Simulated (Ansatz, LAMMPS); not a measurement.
# What went wrong? glassy 46SiO2-16Al2O3-16BaO-16Li2O-5Sc2O3 (mol %) (121 atoms)

Program: Ansatz 0.2.0. The cell: 17 Si, 12 Al, 6 Ba, 12 Li, 4 Sc and 70 O.

Contents of input.yaml:

```yaml
crystal:
  lattice:
    - [11.57411, 0.0, 0.0]
    - [0.0, 11.57411, 0.0]
    - [0.0, 0.0, 11.57411]
  atoms:
    - { symbol: Si, position: [0.72923, 0.87219, 0.43967] }
    - { symbol: Si, position: [0.51942, 0.63529, 0.95644] }
    - { symbol: Si, position: [0.35747, 0.94162, 0.54763] }
    - { symbol: Si, position: [0.07445, 0.78778, 0.63207] }
    - { symbol: Si, position: [0.58179, 0.80307, 0.64551] }
    - { symbol: Si, position: [0.9258, 0.67507, 0.44811] }
    - { symbol: Si, position: [0.67452, 0.10699, 0.95707] }
    - { symbol: Si, position: [0.55064, 0.70233, 0.31651] }
    - { symbol: Si, position: [0.52948, 0.55225, 0.54088] }
    - { symbol: Si, position: [0.86725, 0.2865, 0.86347] }
    - { symbol: Si, position: [0.32379, 0.5368, 0.11334] }
    - { symbol: Si, position: [0.08111, 0.41835, 0.2813] }
    - { symbol: Si, position: [0.09328, 0.16703, 0.8318] }
    - { symbol: Si, position: [0.58026, 0.40384, 0.88027] }
    - { symbol: Si, position: [0.9984, 0.05126, 0.22311] }
    - { symbol: Si, position: [0.41629, 0.89261, 0.18256] }
    - { symbol: Si, position: [0.43562, 0.11393, 0.35635] }
    - { symbol: Al, position: [0.85316, 0.28293, 0.30466] }
    [... 97 atom lines left out ...]
    - { symbol: O, position: [0.63304, 0.63505, 0.23174] }
    - { symbol: O, position: [0.61161, 0.82973, 0.77453] }
    - { symbol: O, position: [0.55172, 0.18236, 0.3516] }
    - { symbol: O, position: [0.50476, 0.91367, 0.08158] }
    - { symbol: O, position: [0.45018, 0.22022, 0.67514] }
    - { symbol: O, position: [0.16031, 0.79959, 0.92961] }
kpoints:
  mp_grid: { grid: [1, 1, 1] }
hamiltonian:
  xc: pbe
scf:
  occupations: { method: fixed }
  eigensolver: { kind: { support_functions: { accuracy: medium, radius: 3.06 } } }
  max_iter: 150
output:
  forces: true
  eigenvalues: true
```

The run is started by

```sh
ansatz run input.yaml --threads 8 --pin off --max-ram 15872MiB --backend cpu --events-out ev --progress --plain --runs-dir out
```

The program printed:

```text
Warning: scf.eigensolver.kind.support_functions: disabling space-group detection — the functions' gradient is summed over unrotated k-points, so no spatial operation reduces the k-mesh or symmetrises the density; time reversal is kept, so that k and −k are solved as one point where they differ and the mesh holds both, and exact exchange and, on two spinor components, a DFT+U term hold to it where the run has them: [...]
Warning: basis.ecutwfc = 464 eV, auto-derived: no grid that the accuracy of the support functions lays serves the files at the lower one that their records recommend; a deck with other species or settings can derive another value
settings of this run that can trade accuracy for cost: scf.eigensolver.kind.support_functions [...]
Engine: ansatz 0.2.0, aarch64-unknown-linux-gnu
Pseudopotentials: kind: paw
Pseudopotential: Si, paw, valence charge 4, recommended cutoff 420 eV (normal), Si.paw.azcp
Pseudopotential: Al, paw, valence charge 3, recommended cutoff 420 eV (normal), Al.paw.azcp
Pseudopotential: Ba, paw, valence charge 10, recommended cutoff 420 eV (normal), Ba.paw.azcp
Pseudopotential: Li, paw, valence charge 3, recommended cutoff 420 eV (normal), Li.paw.azcp
Pseudopotential: Sc, paw, valence charge 11, recommended cutoff 420 eV (normal), Sc.paw.azcp
Pseudopotential: O, paw, valence charge 6, recommended cutoff 420 eV (normal), O.paw.azcp
[... 5 lines on functional and potentials left out ...]
Error: SCF: the radius of support functions is under 3.43 Å, the least for these sites at the functions' level (scf.eigensolver.kind.support_functions.accuracy). Use scf.eigensolver.kind: auto, or type scf.eigensolver.kind.support_functions.radius at least as long, [...]
```

The job ended after 6.9 s (8 threads of Arm Neoverse V1, shared host; peak memory 0.53 GiB).

Q: Name the fault and the fix.

A radius under the least that the level allows: support_functions.radius = 3.06.

The fix is to use a longer radius.

The run ended with an error.

[Logs are printed without paths, hosts, clocks, repeated set-up lines and the standing remarks that a program may print on its own settings, such as how far it seeks lower states.]

[Hosts, paths, dates, database ids (printed as entryN), source tags and the programs' standing remarks are cut or masked in the printed files.]
